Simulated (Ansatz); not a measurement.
# O on Mg(0001): change of the work function, part 4 of 4

Wanted: Δφ(θ) for O/Mg(0001), starting from the fcc site.

Ansatz 0.2.0; plane-wave DFT, PBE, Ansatz PAW.

So far, work function, upper face (eV): step 2 (the clean slab) 3.79; step 3 (37 atoms, coverage 0.111 ML, cell 3x3) 3.83; step 4 (17 atoms, coverage 0.25 ML, cell 2x2) 3.92.

### Step 5. Adsorbate added, k-mesh 6×6×1, coverage 0.5 ML (continued)

Step by step:

```csv
step,energy less that of the first step (eV),largest force component (eV/Å)
1,0.0000,2.8580
2,-1.2615,1.6349
3,-1.8086,0.2755
4,-1.8641,0.1020
5,-1.8611,0.1050
6,-1.8741,0.0381
7,-1.8745,0.0059
```

Relaxation step 5 was tried and not accepted.

Forces are held to the 4 operations that the run works with; a distortion that breaks them can't arise in this run.

The atoms that moved most (Å):

```csv
atom,dx,dy,dz,length
Mg4,0.000,-0.016,0.492,0.492
Mg12,0.000,-0.016,0.492,0.492
O18,0.000,0.047,-0.330,0.333
O17,0.000,0.047,-0.330,0.333
Mg16,0.000,-0.018,0.072,0.074
Mg8,0.000,-0.018,0.072,0.074
Mg15,0.000,-0.007,0.065,0.065
Mg7,0.000,-0.007,0.065,0.065
```

Final coordinates:

```cif
data_structure
_symmetry_space_group_name_H-M 'P 1'
_symmetry_Int_Tables_number 1
_cell_length_a 6.4200
_cell_length_b 6.4200
_cell_length_c 26.9024
_cell_angle_alpha 90.000
_cell_angle_beta 90.000
_cell_angle_gamma 60.000
_cell_volume 960.26
loop_
_atom_site_label
_atom_site_type_symbol
_atom_site_fract_x
_atom_site_fract_y
_atom_site_fract_z
_atom_site_occupancy
Mg1 Mg 0.33333 0.33333 0.33454 1
Mg2 Mg 0.00000 0.00000 0.43143 1
Mg3 Mg 0.33377 0.33247 0.52619 1
Mg4 Mg 0.00147 0.99707 0.64454 1
Mg5 Mg 0.33333 0.83333 0.33454 1
Mg6 Mg 0.00000 0.50000 0.43143 1
Mg7 Mg 0.33396 0.83208 0.53091 1
Mg8 Mg 0.00166 0.49668 0.62894 1
Mg9 Mg 0.83333 0.33333 0.33454 1
Mg10 Mg 0.50000 0.00000 0.43143 1
Mg11 Mg 0.83377 0.33247 0.52619 1
Mg12 Mg 0.50147 0.99707 0.64454 1
Mg13 Mg 0.83333 0.83333 0.33454 1
Mg14 Mg 0.50000 0.50000 0.43143 1
Mg15 Mg 0.83396 0.83208 0.53091 1
Mg16 Mg 0.50166 0.49668 0.62894 1
O17 O 0.16244 0.17512 0.65320 1
O18 O 0.66244 0.17512 0.65320 1
```

The relaxation took 7 steps and lowered the energy by 1.9 eV; the largest force on the free atoms ends at 0.0059 eV/Å.

The covered face has 3.81 eV, +0.03 eV against the clean one; the bare back face has moved by -0.04 eV, a measure of how thin the slab is.

### Step 6. Adsorbate added, k-mesh 12×12×1, coverage 1 ML

System of this step: O/Mg(0001). The cell holds 5 atoms: 4 Mg and 1 O. Its edges and angles: a = 3.210 Å, b = 3.210 Å, c = 26.902 Å, α = 90.0°, β = 90.0°, γ = 60.0°. Vacuum lies along c.

Another coverage, to see how the dipoles act on each other as their distance changes.

The input, input.yaml:

```yaml
crystal:
  lattice:
    - [3.21, 0.0, 0.0]
    - [1.605, 2.7799415461, 0.0]
    - [0.0, 0.0, 26.9023579548]
  atoms:
    - { symbol: Mg, position: [0.6666666667, 0.6666666667, 0.3345431659] }
    - { symbol: Mg, position: [0.0, 0.0, 0.4314313273] }
    - { symbol: Mg, position: [0.6666666667, 0.6666666667, 0.5285089692] }
    - { symbol: Mg, position: [0.0, 0.0, 0.626273979] }
    - { symbol: O, position: [0.3333333333, 0.3333333333, 0.6654568341] }
kpoints:
  mp_grid: { grid: [12, 12, 1] }
hamiltonian:
  xc: pbe
scf:
  occupations: { method: fermi_dirac, width: 0.1 }
  convergence: { dr2_threshold: 1.0e-08 }
efield:
  axis: 3
  dipole_correction: true
  ramp_position: 0.97
  ramp_width: 0.06
relax:
  f_tol: 0.02
  max_steps: 60
  constraints: [{ sites: [0, 1] }]
output:
  write_potential: true
  write_density: true
  volumetric_format: npy
```

Run with:

```
ansatz run input.yaml --threads 4 --pin off --max-ram 16384MiB --backend cpu --events-out ev --progress --plain --runs-dir out
```

Numbers of over 12 decimals in the logs are rounded to 6 here.

Output:

```text
[...]
Crystal: 5 atoms, lattice volume = 240.066 Å³
Basis set: ecut = 420 eV, 4745 PW (Γ), exchange–correlation on 48×48×360 points (8 copies of the dense FFT grid, shifted against one another)
Bands: 28, of which v1, the nominal top of the filled ones, is band 23 counted from 1 (22 counted from 0)
Symmetry: 6 space group operations
[...]
F+E_penalty+E_count = -8264.02349083 eV   max|allowed force component| = 1.614e-2 eV/Å
  atoms:
    - { symbol: Mg, position: [0.666667, 0.666667, 0.334543] }
    - { symbol: Mg, position: [-1.850371707762447e-17, -1.8503717077624468e-17, 0.431431] }
    - { symbol: Mg, position: [0.666667, 0.666667, 0.528439] }
[...]
- { symbol: O, position: [0.333333, 0.333333, 0.654827] }
[key lines of the parts left out:]
SCF converged after 8 iterations
Free energy (F): -8264.023491 eV
Fermi energy:    0.086228 eV
Dipole field:    D = 0.004427 V/Å  (p = 0.005873 e·Å, saw-weighted, corrected)
Work function:   Φ+ = 3.6324 eV   Φ− = 3.7515 eV
```

It took 25 s on 4 threads of Intel Xeon Platinum 8259CL at 2.50GHz (Skylake/Cascade Lake), shared host; peak memory 0.61 GiB.

Relaxation path:

```csv
step,energy less that of the first step (eV),largest force component (eV/Å)
1,0.0000,3.9503
2,-1.1446,2.9396
3,-1.9125,1.1787
4,-2.0793,0.1761
5,-2.0851,0.0222
6,-2.0857,0.0145
7,-2.0858,0.0161
```

The run keeps the 6 symmetry operations that it works with, so distortions that break them were not tested.

The atoms that moved most (Å):

```csv
atom,dx,dy,dz,length
Mg4,0.000,0.000,0.726,0.726
O5,0.000,0.000,-0.286,0.286
```

The relaxed structure:

```
Mg O
1.0
     3.21000    0.00000    0.00000
     1.60500    2.77994    0.00000
     0.00000    0.00000   26.90236
Mg O
4 1
Direct
  0.66667 0.66667 0.33454
  0.00000 0.00000 0.43143
  0.66667 0.66667 0.52844
  0.00000 0.00000 0.65325
  0.33333 0.33333 0.65483
```

The relaxation took 7 steps and lowered the energy by 2.1 eV; the largest force on the free atoms ends at 0.016 eV/Å.

The covered face has 3.63 eV, -0.15 eV against the clean one; the bare back face has moved by -0.04 eV, a measure of how thin the slab is. The added atoms end 0.0 Å over the highest substrate atom on average, so this is no overlayer any more.

### Step 7. Work function against coverage

This step: plane-wave DFT, PBE, Ansatz PAW; work function against coverage (Ansatz 0.2.0).

The runs are now put side by side.

This step gave:

| Item | Value |
| --- | --- |
| work function of the clean face | 3.787 eV |
| largest change of the work function | -0.1549 eV |

Work function of the covered face against coverage:

```csv
coverage (adsorbates/nm²),work function of the covered face (eV)
0.00,3.79
1.25,3.83
2.80,3.92
5.60,3.81
11.21,3.63
```

The dipole per adsorbate comes from the change of the cell's dipole. Coverage, by row:

```csv
coverage (1/nm²),coverage (ML),work function (eV),change (eV),"dipole per adsorbate, positive end outwards (debye)",mean height of the added atoms over the highest substrate atom (Å)
1.245,0.1111,3.832,0.04433,-0.154,0.6005
2.802,0.25,3.923,0.1353,-0.154,0.599
5.603,0.5,3.813,0.02591,-0.032,0.2329
11.21,1,3.632,-0.1549,0.027,0.0424
```

### Step 8. Results

```
work function of the clean face                        : 3.79 eV
work function at 0.11 ML                               : 3.83 eV
work function at 0.25 ML                               : 3.92 eV
work function at 0.5 ML                                : 3.81 eV
work function at 1 ML                                  : 3.63 eV
dipole per adsorbate at 0.11 ML, positive end outwards : -0.15 D
```

In words: At the lowest coverage O changes the work function of Mg(0001) by under 0.15 eV, within the error of so thin a slab; the largest change, -0.15 eV, comes at higher coverage. At some coverage the adsorbate ends level with or under the highest substrate atom. The slab has 4 layers, at the tabulated experimental lattice constant, one starting site was run, and quantum-size effects of a slab this thin can reach one or two tenths of an eV.

[Logs are printed without paths, hosts, clocks, repeated set-up lines and the standing remarks that a program may print on its own settings, such as how far it seeks lower states.]

[Hosts, paths, dates, database ids (printed as entryN), source tags and the programs' standing remarks are cut or masked in the printed files.]

[Maps of the electrostatic potential energy from Ansatz leave out the sawtooth potential of an applied field or a dipole correction, so their vacuum need not be flat; planar profiles and work functions include it.]
